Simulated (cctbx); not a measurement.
# What resolution and counting buy: EuGeOs2

Space group Pnma (no. 62), a = 7.6660 Å, b = 7.0650 Å, c = 5.8220 Å, α = 90.00°, β = 90.00°, γ = 90.00°.

| atom | mult. | x | y | z | Ueq (Å²) |
| --- | --- | --- | --- | --- | --- |
| Os1 | 8 | 0.3345 | 0.5515 | 0.0969 | 0.0138 |
| Eu1 | 4 | 0.5207 | 1/4 | 0.3560 | 0.0158 |
| Ge1 | 4 | 0.8811 | 1/4 | 0.6483 | 0.0193 |

The model is made up (kin elements in a known structure type, no relaxation), so it says nothing on whether the phase exists.

Five simulated data sets (cctbx; Mo Kα, λ = 0.71073 Å; 3 % proportional error) differ in resolution or exposure (noise floor 15 counts in the first three, 8 in the last two). Each is refined with the right model, isotropic at 1.1 Å and anisotropic otherwise. How do the figures of merit and the uncertainties move?

```csv
d min (Å),top counts,"⟨I/σ⟩ (unmerged, absences included)",unique,param. (scale apart),Rint,R1,GooF,largest s.u. xyz (fractional),s.u. U of Ge1 (Å²),largest error (Å)
1.1,5000,9.7,140,10,0.044,0.0185,1.02,0.00054,0.0008,0.0046
0.84,5000,7.9,306,21,0.054,0.0181,0.94,0.00035,0.0011,0.0033
0.6,5000,4.9,809,21,0.087,0.0310,0.97,0.00031,0.0007,0.0024
0.75,300,1.4,418,21,0.344,0.0788,0.97,0.00194,0.0058,0.0138
0.75,3000,6.3,418,21,0.066,0.0232,0.97,0.00036,0.0010,0.0040
```

The number of reflections grows roughly as 1/d³: 140, 306 and 809 here. R1 follows the noise rather than the truth: at 300 counts it is 0.0788, at 3000 counts 0.0232, while GooF is 0.97 and 0.97: the weights 1/σ² carry the noise. The s.u. of U (U11 where anisotropic) for Ge1 goes 0.0008, 0.0011, 0.0007 Å² with resolution and 0.0058, 0.0010 Å² with exposure.

Hardware for the 0.6 Å refinement: 0.55 s on 1 thread of Arm Neoverse N1 (shared host), peak memory 0.09 GiB.

[Logs are printed without paths, hosts, clocks, repeated set-up lines and the standing remarks that a program may print on its own settings, such as how far it seeks lower states.]
